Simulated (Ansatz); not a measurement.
# What (KF)2(MgS)1 [001] superlattice, started as rocksalt type distorts into, part 2 of 2

Aim: this structure of (KF)2(MgS)1 [001] superlattice, started as rocksalt type is to be tested for unstable modes, and one is followed downhill.

Ansatz 0.2.0; DFT LDA, scalar-relativistic, plane waves, PAW.

So far. Step 2 (Zone-centre response): Before it was imposed, the acoustic sum rule was missed by 1.7e-4 eV/Å² and the charge sum rule by 0.0041 e. Small misses are needed for a sound result but don't prove that mesh and cutoff are converged. The lowest optical mode is imaginary, 147.8i cm⁻¹, so the energy falls along it. Step 3 (The mode frozen in, largest atomic shift 0 Å): At this level the gap is 3.10 eV on the k-mesh of the self-consistent run, which can miss the band edges.

The structure was built from a prototype and need not be the compound's stable phase.

### 4. The mode frozen in, largest atomic shift 0.22 Å

The atoms are moved along the unstable eigenvector, the largest shift by 0.22 Å, with the cell fixed.

File input.yaml:

```yaml
crystal:
  lattice:
    - [2.5358935417, 2.5358935417, 0.0]
    - [-2.5358935417, 2.5358935417, 0.0]
    - [2.5358935417, 0.0, 7.9134483449]
  atoms:
    - { symbol: F, position: [0.5251153004, 0.4748846996, 0.9497693992] }
    - { symbol: F, position: [0.8289467098, 0.1710532902, 0.3421065804] }
    - { symbol: K, position: [0.9885307176, 0.0114692824, 0.0229385648] }
    - { symbol: K, position: [0.343491156, 0.656508844, 0.313017688] }
    - { symbol: Mg, position: [0.652766279, 0.347233721, 0.6944674421] }
    - { symbol: S, position: [0.1665204723, 0.8334795277, 0.6669590554] }
kpoints:
  mp_grid: { grid: [8, 8, 8] }
hamiltonian:
  xc: lda
scf:
  occupations: { method: gaussian, width: 0.02 }
output:
  forces: true
  stress: true
  eigenvalues: true
```

Command:

```bash
$ ansatz run input.yaml --threads 8 --pin off --max-ram 14336MiB --backend cpu --events-out ev --progress --plain --runs-dir out
```

Numbers of over 12 decimals in the logs are rounded to 6 here.

What it wrote:

```text
[...]
Crystal: 6 atoms, lattice volume = 101.779 Å³
Basis set: ecut = 420 eV, 1971 PW (Γ)
Bands: 30, of which v1, the nominal top of the filled ones, is band 24 counted from 1 (23 counted from 0)
Symmetry: 8 space group operations
[...]
k-points: 59 of 512 (time reversal used)
[...]
k-point 0: bands = [... 20 lower, 2.4840, 4.6330, 5.3685, 5.3685, 8.6332, 10.2355, 10.4313, 11.0926, ... 1 higher]
  k-point 1: bands = [... 20 lower, 2.4841, 4.5736, 5.3669, 5.3669, 8.7156, 10.1984, 10.3328, 11.1816, ... 1 higher]
  k-point 2: bands = [... 20 lower, 2.4839, 4.4321, 5.3631, 5.3631, 8.9296, 10.1105, 10.1254, 11.4069, ... 1 higher]
  k-point 58: bands = [... 20 lower, 2.3451, 3.0851, 3.0851, 5.4435, 9.0171, 10.4508, 10.4508, 12.3312, ... 1 higher]
[key lines of the parts left out:]
SCF converged after 8 iterations
Free energy (F): -7359.168955 eV
Fermi energy:    7.163359 eV
P = ⅓ Tr σ = 0.9832 GPa (9.832 kbar)
```

Run time: 4 s. Hardware: 8 threads of Arm Neoverse N1, shared host; peak memory 0.47 GiB; 29 s of CPU time.

This step gave:

- pressure: 0.9832 GPa
- gap on the k-mesh: 2.940 eV
- energy from the undistorted cell: -7.084 meV/atom

The energy, extrapolated to zero smearing, is -7.08 meV/atom against the undistorted cell.

The run ends at a pressure of 0.98 GPa, with forces up to 0.27 eV/Å.

### 5. Energy along the mode, all amplitudes (two of the runs are shown above)

An imaginary frequency means negative curvature, so the energy should fall and then rise again as anharmonic terms take over.

This step gave:

| Item | Value |
| --- | --- |
| depth at the lowest point sampled | 7.084 meV/atom |
| largest atomic shift at that point | 0.22 Å |

The energy from the parent by largest atomic shift:

```
largest atomic shift (Å)  energy from the parent (meV/atom)
                   0.000                                  0
                   0.040                             -0.481
                   0.080                              -1.83
                   0.140                              -4.80
                   0.220                              -7.08
                   0.320                               7.55
```

Displacement at unit largest shift by atom:

```csv
atom,x (Å),y (Å),z (Å),size
F1,0.00,0.00,-0.75,0.75
F2,0.00,0.00,-0.75,0.75
K3,0.00,0.00,0.05,0.05
K4,0.00,0.00,0.05,0.05
Mg5,0.00,0.00,1.00,1.00
S6,0.00,0.00,0.01,0.01
```

The lowest of the steps tried is at 0.22 Å, 7.08 meV/atom below the parent; the bottom of the well need not coincide with a step.

### 6. Relaxation from the frozen mode

Starting from the lowest point found, all atoms and the cell are let go, so that strain and other modes of the same symmetry can join in.

input.yaml, as its differences from that of step 4:

```diff
@@ -17,3 +17,3 @@
 scf:
-  occupations: { method: gaussian, width: 0.02 }
+  occupations: { method: fixed }
 output:
@@ -22 +22,6 @@
   eigenvalues: true
+relax:
+  adjacent_minimum: "off"
+  f_tol: 0.002
+  max_steps: 120
+  cell: { stress_tol: 0.03 }
```

What it wrote:

```text
[...]
Crystal: 6 atoms, lattice volume = 101.779 Å³
Basis set: ecut = 420 eV, 1971 PW (Γ)
Bands: 30, of which v1, the nominal top of the filled ones, is band 24 counted from 1 (23 counted from 0)
Symmetry: 8 space group operations
[...]
k-points: 59 of 512 (time reversal used)
[...]
SCF iter   1: F=—  HF=-7359.214905 eV  |F-HF|=—  |Δ(HF+E_count)|=         —  Δρ=1.40e-2  dr2=1.46e-1  ethr=1.77e-3  ⟨swp⟩=4.6  Hψ=6938  notcnv=0  defer=184
[...]
SCF iter   8: F=-7359.168955 eV  HF=-7359.168955 eV  |F-HF|=2.41e-9  |Δ(HF+E_count)|=   2.39e-8  Δρ=2.53e-6  dr2=6.67e-9  ethr=2.08e-10  ⟨swp⟩=11.1  Hψ=10231  notcnv=0
SCF 1 converged in 8 iterations: F = -7359.168955 eV  dr2 = 6.67e-9
[...]
relax step   1: F+E_penalty+E_count = -7359.16895525 eV  Δ(F+E_penalty+E_count) = +0.000e0 eV  max|allowed force component| = 2.689e-1 eV/Å  Δτ_max = 0.0000 Å  P = +0.983 GPa  Ω = 101.779 Å³  (8 SCF iters, dr2 threshold 1.00e-7 eV, accepted)
Crystal: 6 atoms, lattice volume = 105.078 Å³
Basis set: ecut = 420 eV, 2071 PW (Γ)
[...]
iter 1 solved again at ethr=6.71e-4 eV; its pass at ethr=3.10e-3 eV (dr2=3.22e-1 eV) is discarded
[...]
SCF iter   8: F=-7359.237999 eV  HF=-7359.237998 eV  |F-HF|=4.78e-9  |Δ(HF+E_count)|=   4.02e-7  Δρ=5.00e-6  dr2=2.02e-8  ethr=1.25e-9  ⟨swp⟩=3.9  Hψ=7742  notcnv=0
SCF 2 converged in 8 iterations: F = -7359.237999 eV  dr2 = 2.02e-8
relax step   2: F+E_penalty+E_count = -7359.23799850 eV  Δ(F+E_penalty+E_count) = -6.904e-2 eV  max|allowed force component| = 2.985e-1 eV/Å  Δτ_max = 0.1252 Å  P = +0.301 GPa  Ω = 105.078 Å³  energy of the carried Pulay correction = -6.803e-3 eV  (8 SCF iters, dr2 threshold 6.00e-7 eV, accepted)
Crystal: 6 atoms, lattice volume = 109.419 Å³
Basis set: ecut = 420 eV, 2117 PW (Γ)
[...]
SCF iter   8: F=-7359.339534 eV  HF=-7359.339534 eV  |F-HF|=2.64e-8  |Δ(HF+E_count)|=   2.45e-7  Δρ=1.15e-5  dr2=1.37e-7  ethr=1.25e-9  ⟨swp⟩=10.7  Hψ=9783  notcnv=0
SCF 3 converged in 8 iterations: F = -7359.339534 eV  dr2 = 1.37e-7
relax step   3: F+E_penalty+E_count = -7359.33953407 eV  Δ(F+E_penalty+E_count) = -1.015e-1 eV  max|allowed force component| = 3.611e-1 eV/Å  Δτ_max = 0.1928 Å  P = -0.742 GPa  Ω = 109.419 Å³  energy of the carried Pulay correction = -1.543e-2 eV  (8 SCF iters, dr2 threshold 6.00e-7 eV, accepted)
[... from here on, the SCF cycles and remarks between the steps are left out ...]
relax step   4: F+E_penalty+E_count = -7359.37847744 eV  Δ(F+E_penalty+E_count) = -3.894e-2 eV  max|allowed force component| = 4.070e-1 eV/Å  Δτ_max = 0.1747 Å  P = -1.486 GPa  Ω = 112.929 Å³  energy of the carried Pulay correction = -2.216e-2 eV  (8 SCF iters, dr2 threshold 6.00e-7 eV, accepted)
relax step   5: F+E_penalty+E_count = -7359.40858362 eV  Δ(F+E_penalty+E_count) = -3.011e-2 eV  max|allowed force component| = 1.016e-1 eV/Å  Δτ_max = 0.0303 Å  P = -0.469 GPa  Ω = 111.184 Å³  energy of the carried Pulay correction = -1.884e-2 eV  (7 SCF iters, dr2 threshold 6.00e-7 eV, accepted)
relax step   6: F+E_penalty+E_count = -7359.41332608 eV  Δ(F+E_penalty+E_count) = -4.742e-3 eV  max|allowed force component| = 8.040e-2 eV/Å  Δτ_max = 0.0455 Å  P = -0.032 GPa  Ω = 110.464 Å³  energy of the carried Pulay correction = -1.746e-2 eV  (7 SCF iters, dr2 threshold 6.00e-7 eV, accepted)
relax step   7: F+E_penalty+E_count = -7359.41447719 eV  Δ(F+E_penalty+E_count) = -1.151e-3 eV  max|allowed force component| = 2.525e-2 eV/Å  Δτ_max = 0.0197 Å  P = -0.085 GPa  Ω = 110.594 Å³  energy of the carried Pulay correction = -1.771e-2 eV  (6 SCF iters, dr2 threshold 4.04e-7 eV, accepted)
relax step   8: F+E_penalty+E_count = -7359.41510318 eV  Δ(F+E_penalty+E_count) = -6.260e-4 eV  max|allowed force component| = 2.898e-2 eV/Å  Δτ_max = 0.0055 Å  P = +0.078 GPa  Ω = 110.311 Å³  energy of the carried Pulay correction = -1.716e-2 eV  (5 SCF iters, dr2 threshold 7.58e-8 eV, accepted)
relax step   9: F+E_penalty+E_count = -7359.41499794 eV  Δ(F+E_penalty+E_count) = +1.052e-4 eV  max|allowed force component| = 3.475e-3 eV/Å  Δτ_max = 0.0036 Å  P = -0.003 GPa  Ω = 110.424 Å³  energy of the carried Pulay correction = -1.738e-2 eV  (5 SCF iters, dr2 threshold 5.25e-8 eV, accepted)
relax step  10: F+E_penalty+E_count = -7359.41499913 eV  Δ(F+E_penalty+E_count) = -1.185e-6 eV  max|allowed force component| = 9.461e-4 eV/Å  Δτ_max = 0.0004 Å  P = +0.001 GPa  Ω = 110.424 Å³  energy of the carried Pulay correction = -1.738e-2 eV  (5 SCF iters, dr2 threshold 7.55e-10 eV, accepted)
relax step  11: F+E_penalty+E_count = -7359.49046726 eV  Δ(F+E_penalty+E_count) = -7.547e-2 eV  max|allowed force component| = 7.288e-3 eV/Å  Δτ_max = 0.0000 Å  P = +0.899 GPa  Ω = 110.424 Å³  stress off target by 2.09e0 GPa  SCF on the basis re-selected at this cell (its energy is not comparable with the rows above)  (8 SCF iters)
relax step  12: F+E_penalty+E_count = -7359.50662931 eV  Δ(F+E_penalty+E_count) = -1.616e-2 eV  max|allowed force component| = 1.532e-1 eV/Å  Δτ_max = 0.0623 Å  P = -0.234 GPa  Ω = 114.282 Å³  energy of the carried Pulay correction = -8.402e-3 eV  (8 SCF iters, dr2 threshold 6.00e-7 eV, accepted)
relax step  13: F+E_penalty+E_count = -7359.51017761 eV  Δ(F+E_penalty+E_count) = -3.548e-3 eV  max|allowed force component| = 4.461e-2 eV/Å  Δτ_max = 0.0198 Å  P = +0.084 GPa  Ω = 113.708 Å³  energy of the carried Pulay correction = -6.931e-3 eV  (6 SCF iters, dr2 threshold 6.00e-7 eV, accepted)
relax step  14: F+E_penalty+E_count = -7359.51071786 eV  Δ(F+E_penalty+E_count) = -5.402e-4 eV  max|allowed force component| = 1.020e-2 eV/Å  Δτ_max = 0.0063 Å  P = -0.011 GPa  Ω = 113.827 Å³  energy of the carried Pulay correction = -7.247e-3 eV  (6 SCF iters, dr2 threshold 1.24e-7 eV, accepted)
relax step  15: F+E_penalty+E_count = -7359.51077895 eV  Δ(F+E_penalty+E_count) = -6.110e-5 eV  max|allowed force component| = 6.356e-3 eV/Å  Δτ_max = 0.0018 Å  P = +0.002 GPa  Ω = 113.808 Å³  energy of the carried Pulay correction = -7.200e-3 eV  (6 SCF iters, dr2 threshold 6.50e-9 eV, accepted)
relax step  16: F+E_penalty+E_count = -7359.51074054 eV  Δ(F+E_penalty+E_count) = +3.841e-5 eV  max|allowed force component| = 4.256e-4 eV/Å  Δτ_max = 0.0008 Å  P = -0.002 GPa  Ω = 113.825 Å³  energy of the carried Pulay correction = -7.242e-3 eV  (5 SCF iters, dr2 threshold 2.53e-9 eV, accepted)
relax step  17: F+E_penalty+E_count = -7359.52059558 eV  Δ(F+E_penalty+E_count) = -9.855e-3 eV  max|allowed force component| = 5.119e-4 eV/Å  Δτ_max = 0.0000 Å  P = +0.051 GPa  Ω = 113.825 Å³  stress off target by 2.16e-1 GPa  SCF on the basis re-selected at this cell (its energy is not comparable with the rows above)  (8 SCF iters)
relax step  18: F+E_penalty+E_count = -7359.52045092 eV  Δ(F+E_penalty+E_count) = +1.447e-4 eV  max|allowed force component| = 8.099e-3 eV/Å  Δτ_max = 0.0067 Å  P = +0.016 GPa  Ω = 114.087 Å³  energy of the carried Pulay correction = -4.771e-4 eV  (6 SCF iters, dr2 threshold 1.17e-7 eV, accepted)
relax step  19: F+E_penalty+E_count = -7359.52037293 eV  Δ(F+E_penalty+E_count) = +7.799e-5 eV  max|allowed force component| = 3.267e-3 eV/Å  Δτ_max = 0.0026 Å  P = -0.007 GPa  Ω = 114.134 Å³  energy of the carried Pulay correction = -5.668e-4 eV  (6 SCF iters, dr2 threshold 4.10e-9 eV, accepted)
relax step  20: F+E_penalty+E_count = -7359.52041128 eV  Δ(F+E_penalty+E_count) = -3.835e-5 eV  max|allowed force component| = 7.470e-4 eV/Å  Δτ_max = 0.0005 Å  P = -0.001 GPa  Ω = 114.116 Å³  energy of the carried Pulay correction = -5.312e-4 eV  (6 SCF iters, dr2 threshold 6.67e-10 eV, accepted)
[...]
SCF iter   6: F=-7359.520985 eV  HF=-7359.520985 eV  |F-HF|=9.09e-13  |Δ(HF+E_count)|=  6.37e-12  Δρ=4.17e-8  dr2=1.88e-12  ethr=1.00e-12  ⟨swp⟩=5.0  Hψ=7127  notcnv=0
SCF 21 converged in 6 iterations: F = -7359.520985 eV  dr2 = 1.88e-12
relax step  21: F+E_penalty+E_count = -7359.52098469 eV  Δ(F+E_penalty+E_count) = -5.734e-4 eV  max|allowed force component| = 7.013e-4 eV/Å  Δτ_max = 0.0000 Å  P = +0.001 GPa  Ω = 114.116 Å³  stress off target by 1.60e-2 GPa  SCF on the basis re-selected at this cell (its energy is not comparable with the rows above)  (6 SCF iters)
[...]
SCF converged after 6 iterations
Free energy (F): -7359.520985 eV
[...]
Internal energy: -7359.520985 eV  (E = F + TS)
E sigma→0 (E₀):  -7359.520985 eV
Fermi energy:    4.604997 eV
[...]
--- Forces (eV/Å), atoms counted from 1 ---
  atom   1  F     -0.00000000     0.00000000     0.00048162
  atom   2  F      0.00000000    -0.00000000    -0.00042963
  atom   3  K      0.00000000    -0.00000000     0.00021877
  atom   4  K     -0.00000000     0.00000000     0.00007108
  atom   5  Mg    -0.00000000     0.00000000    -0.00069974
  atom   6  S     -0.00000000     0.00000000     0.00036731
  max |Σ_I F_I| component: 9.41e-6 eV/Å
--- Stress (GPa, compression-positive) ---
       -0.006502       0.000000      -0.000000
        0.000000      -0.006502      -0.000000
       -0.000000      -0.000000       0.016028
  P = ⅓ Tr σ = 0.0010 GPa (0.010 kbar)
--- Band table (eV; the first three rows and the last of 59) ---
  k-point 0: bands = [... 20 lower, 1.5381, 2.7631, 4.2071, 4.2071, 7.2529, 8.8456, 9.7871, 10.2666, ... 2 higher]
  k-point 1: bands = [... 20 lower, 1.5381, 2.7443, 4.2071, 4.2071, 7.3145, 8.7728, 9.7656, 10.3200, ... 2 higher]
  k-point 2: bands = [... 20 lower, 1.5381, 2.6990, 4.2070, 4.2070, 7.4864, 8.5841, 9.7225, 10.4357, ... 2 higher]
  k-point 58: bands = [... 20 lower, 1.2802, 1.6328, 1.6328, 4.0712, 7.4078, 9.9860, 9.9860, 10.9107, ... 2 higher]
--- Relaxed structure (18 steps of the walk, 18 accepted, 3 SCFs on fresh bases) ---
  F+E_penalty+E_count = -7359.52098469 eV   max|allowed force component| = 7.013e-4 eV/Å   (the final SCF, on the basis selected at the relaxed cell)
  cell:  # Å, volume = 114.1156 Å³
    - [2.476698, 2.476698, 0]
    - [-2.476698, 2.476698, 0]
    - [2.476698, 0, 9.301835]
  atoms:
    - { symbol: F, position: [0.530120, 0.469880, 0.939760] }
    - { symbol: F, position: [0.861366, 0.138634, 0.277268] }
    - { symbol: K, position: [0.993927, 0.00607273, 0.012145] }
    - { symbol: K, position: [0.324979, 0.675021, 0.350041] }
    - { symbol: Mg, position: [0.634319, 0.365681, 0.731362] }
    - { symbol: S, position: [0.160659, 0.839341, 0.678681] }
```

Elapsed: 98 s, on 8 threads; peak memory 0.58 GiB; 12 min of CPU time.

Relaxation path:

| step | energy less that of the first step (eV) | largest force component (eV/Å) | pressure (GPa) | volume (Å³) |
| --- | --- | --- | --- | --- |
| 1 | 0.0000 | 0.2689 | 0.98 | 101.78 |
| 2 | -0.0690 | 0.2985 | 0.30 | 105.08 |
| 3 | -0.1706 | 0.3611 | -0.74 | 109.42 |
| 4 | -0.2095 | 0.4070 | -1.49 | 112.93 |
| 5 | -0.2396 | 0.1016 | -0.47 | 111.18 |
| 6 | -0.2444 | 0.0804 | -0.03 | 110.46 |
| 7 | -0.2455 | 0.0252 | -0.08 | 110.59 |
| 8 | -0.2461 | 0.0290 | 0.08 | 110.31 |
| 9 | -0.2460 | 0.0035 | 0.00 | 110.42 |
| 10 | -0.2460 | 0.0009 | 0.00 | 110.42 |
| 11* | -0.3215 | 0.0073 | 0.90 | 110.42 |
| 12 | -0.3377 | 0.1532 | -0.23 | 114.28 |
| 13 | -0.3412 | 0.0446 | 0.08 | 113.71 |
| 14 | -0.3418 | 0.0102 | -0.01 | 113.83 |
| 15 | -0.3418 | 0.0064 | 0.00 | 113.81 |
| 16 | -0.3418 | 0.0004 | 0.00 | 113.83 |
| 17* | -0.3516 | 0.0005 | 0.05 | 113.83 |
| 18 | -0.3515 | 0.0081 | 0.02 | 114.09 |
| 19 | -0.3514 | 0.0033 | -0.01 | 114.13 |
| 20 | -0.3515 | 0.0007 | 0.00 | 114.12 |
| 21* | -0.3520 | 0.0007 | 0.00 | 114.12 |

Relaxation steps marked * repeat the geometry before them on a plane-wave basis chosen anew for their cell, so energy and pressure can jump there.

The run keeps the 8 symmetry operations that it works with, so distortions that break them were not tested.

```
     cell as run  before   after   change
           a (Å)   3.586   3.503   -2.3 %
           b (Å)   3.586   3.503   -2.3 %
           c (Å)   8.310   9.626  +15.8 %
           α (°)  102.46  100.48   -1.9 %
           β (°)   77.54   79.52   +2.6 %
volume (Å³/atom)   16.96   19.02  +12.1 %
```

The atoms that moved most (Å, as changes of fractional coordinates times the final cell):

```csv
atom,dx,dy,dz,length
F2,0.000,0.000,-0.603,0.603
K4,0.000,0.000,0.344,0.344
Mg5,0.000,0.000,0.343,0.343
S6,0.000,0.000,0.109,0.109
K3,0.000,0.000,-0.100,0.100
F1,0.000,0.000,-0.093,0.093
```

The relaxed structure:

```cif
data_structure
_symmetry_space_group_name_H-M 'P 1'
_symmetry_Int_Tables_number 1
_cell_length_a 3.5026
_cell_length_b 3.5026
_cell_length_c 9.6259
_cell_angle_alpha 100.482
_cell_angle_beta 79.518
_cell_angle_gamma 90.000
_cell_volume 114.12
loop_
_atom_site_label
_atom_site_type_symbol
_atom_site_fract_x
_atom_site_fract_y
_atom_site_fract_z
_atom_site_occupancy
F1 F 0.53012 0.46988 0.93976 1
F2 F 0.86137 0.13863 0.27727 1
K3 K 0.99393 0.00607 0.01215 1
K4 K 0.32498 0.67502 0.35004 1
Mg5 Mg 0.63432 0.36568 0.73136 1
S6 S 0.16066 0.83934 0.67868 1
```

Numbers from this step:

- pressure: 0.001008 GPa
- gap on the k-mesh: 2.648 eV
- volume per atom: 19.02 Å³

The distorted start has space group I4mm; the relaxation ends in I4mm.

### 7. The new phase in its own primitive cell

The relaxed structure is symmetrised, reduced to its primitive cell and relaxed tightly, as its phonons need.

File input.yaml:

```yaml
crystal:
  lattice:
    - [-1.7512901833, 1.7512901833, 9.30183474]
    - [1.7512901833, -1.7512901833, 9.30183474]
    - [1.7512901833, 1.7512901833, -9.30183474]
  atoms:
    - { symbol: F, position: [0.4698800856, 0.4698800856, 0.0] }
    - { symbol: F, position: [0.1386341689, 0.1386341689, 0.0] }
    - { symbol: K, position: [0.0060727334, 0.0060727334, 0.0] }
    - { symbol: K, position: [0.6750206527, 0.6750206527, 0.0] }
    - { symbol: Mg, position: [0.3656810626, 0.3656810626, 0.0] }
    - { symbol: S, position: [0.8393406618, 0.8393406618, 0.0] }
kpoints:
  mp_grid: { grid: [8, 8, 8] }
hamiltonian:
  xc: lda
scf:
  occupations: { method: fixed }
output:
  forces: true
  stress: true
  eigenvalues: true
relax:
  adjacent_minimum: "off"
  f_tol: 0.001
  max_steps: 60
  cell: { stress_tol: 0.01 }
```

What it wrote:

```text
[...]
cell:  # Å, volume = 114.1305 Å³
    - [-1.751120, 1.751120, 9.304862]
    - [1.751120, -1.751120, 9.304862]
    - [1.751120, 1.751120, -9.304862]
  atoms:
    - { symbol: F, position: [0.469864, 0.469864, 0] }
    - { symbol: F, position: [0.138605, 0.138605, 0] }
    - { symbol: K, position: [0.00607115, 0.00607115, 0] }
    - { symbol: K, position: [0.675044, 0.675044, 0] }
    - { symbol: Mg, position: [0.365696, 0.365696, 0] }
    - { symbol: S, position: [0.839350, 0.839350, 0] }
[key lines of the parts left out:]
SCF converged after 5 iterations
Free energy (F): -7359.520997 eV
Fermi energy:    4.605052 eV
P = ⅓ Tr σ = 0.0005 GPa (0.005 kbar)
```

The job ended after 28 s (8 threads; peak memory 0.57 GiB; 3.4 min of CPU time).

Little changed from the start: no atom moved by 0.005 Å and no cell edge by 0.1 %.

Numbers from this step:

| Item | Value |
| --- | --- |
| pressure | 4.56e-4 GPa |
| gap on the k-mesh | 2.646 eV |
| direct gap on mesh | 3.044 eV |

The largest force component left is 0.22 meV/Å and the pressure is 0.000 GPa, within the tolerances set. The cell now holds 19.02 Å³/atom.

### 8. The phases reached

The phases reached along the modes that were followed are set side by side.

Energies are those of the first relaxation, on the mesh of the frozen mode; space group, volume and gap are those of the last relaxation. Phases, by row:

| mode frozen in | space group | energy from parent (meV/atom) | volume (Å³/atom) | gap on mesh (eV) | lowest zone-centre optical mode (cm⁻¹) | largest shift (Å) |
| --- | --- | --- | --- | --- | --- | --- |
| parent | I4/mmm | 0 | 16.96 | 3.095 | – | – |
| q = (0, 0, 0), 148i cm⁻¹ | I4mm | -65.76 | 19.02 | 2.646 | – | 0.779 |

### 9. Summary of results

```json
{
  "unstable mode of the parent": "q = (0, 0, 0), 148i cm⁻¹",
  "depth at the lowest point sampled": "7.08 meV/atom",
  "largest atomic shift at that point": "0.22 Å",
  "space group reached (within 0.01 Å)": "I4mm",
  "energy gained over the parent (first relaxation, on the mesh of the frozen mode)": "65.8 meV/atom",
  "volume per atom, phase reached": "19.0 Å³",
  "gap on the k-mesh, phase reached": "2.65 eV"
}
```

**Reading.** Along this mode the structure falls into I4mm, 65.8 meV/atom below the parent. At the parent's cell the well is 7.084 meV/atom deep on the steps tried, with its lowest point at a shift of 0.22 Å. Relaxing atoms and cell changes the gain by +58.67 meV/atom against the lowest step (energies at zero smearing). Most of the total comes from this relaxation. The modes of the phase reached were not computed on this path. Each path keeps the symmetry of its pattern, so a lower phase may lie along a pattern not tried. The starting cell was built on a prototype and not taken from a measurement, so the phase need not exist.

[Logs are printed without paths, hosts, clocks, repeated set-up lines and the standing remarks that a program may print on its own settings, such as how far it seeks lower states.]

[Hosts, paths, dates, database ids (printed as entryN), source tags and the programs' standing remarks are cut or masked in the printed files.]
